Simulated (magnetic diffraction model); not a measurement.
# Moment size from magnetic intensity in NdCoS3

Space group P6_3/mmc (no. 194), a = 4.4060 Å, c = 13.7540 Å.

```csv
site,atom,x,y,z
2a,Nd,0,0,1/2
2c,Co,2/3,1/3,3/4
2b,S,0,0,1/4
4f,S,2/3,1/3,0.5879
```

This is a made-up structure (elements placed in a structure type, unrelaxed), so the numbers test the method and describe no known phase.

Only Nd and Co are taken to order (form factors of Nd3+ and Co3+); orders and moment sizes are assumed, and not adapted to the symmetry. Radiation: neutrons of λ = 2.52 Å, 8° to 80°; isotropic B of 0.46 Å² (Nd), 0.52 Å² (Co) and 0.6 Å² (S). Simulated constant-wavelength pattern: nuclear and magnetic terms add, the magnetic one as |2.695 fm × Σ f S⊥ exp(2πi Q·r) exp(−B s²)|², summed over all Q at one angle with the factor 1/(sin²θ cos θ). For collinear order S is the moment m, which repeats by lattice and centring translations R with the sign exp(−2πi k·R). Free-ion form factors, Sears's scattering lengths of 1992, no absorption; a label names one of the reflections at its angle. The strongest nuclear line in the range is 100, and lines under 0.2 are left out.

In a first state the assumed order is k = (0 0 0), collinear moments along [120], 3.1 μB on Nd and 3.06 μB on Co; signs + at (0, 0, 1/2), + at (0, 0, 0), + at (2/3, 1/3, 3/4), + at (1/3, 2/3, 1/4), with this pattern:

| 2θ (°) | index | nuclear | magnetic |
| --- | --- | --- | --- |
| 21.11 | (0 0 2) | 19.6 | 0.1 |
| 38.56 | (1 0 0) | 32.1 | 7.4 |
| 40.08 | (1 0 1) | 32.3 | 29.7 |
| 42.99 | (0 0 4) | 19.6 | 47.2 |
| 44.38 | (1 0 2) | 27.9 | 95.8 |
| 50.89 | (1 0 3) | 7.1 | 21.9 |
| 59.11 | (1 0 4) | 88.7 | 11.5 |
| 66.69 | (0 0 6) | 1.0 | 0.3 |
| 68.76 | (1 0 5) | 9.2 | 11.8 |
| 69.77 | (1 1 0) | 100.0 | 24.1 |
| 73.82 | (1 1 2) | 12.9 | 0.9 |
| 79.77 | (1 0 6) | 38.2 | 39.0 |

**Question.** Nearer the ordering temperature the line at 44.38° has total intensity 96.9 on the same scale, and all moments have shrunk alike. How large is the Nd moment?

The nuclear part, 27.9, stays, so the magnetic part is 69.0 against 95.8. It goes as m², so m = 3.1 × √(69.0/95.8) = 2.63 μB; the value used was 2.63 μB.

[Logs are printed without paths, hosts, clocks, repeated set-up lines and the standing remarks that a program may print on its own settings, such as how far it seeks lower states.]
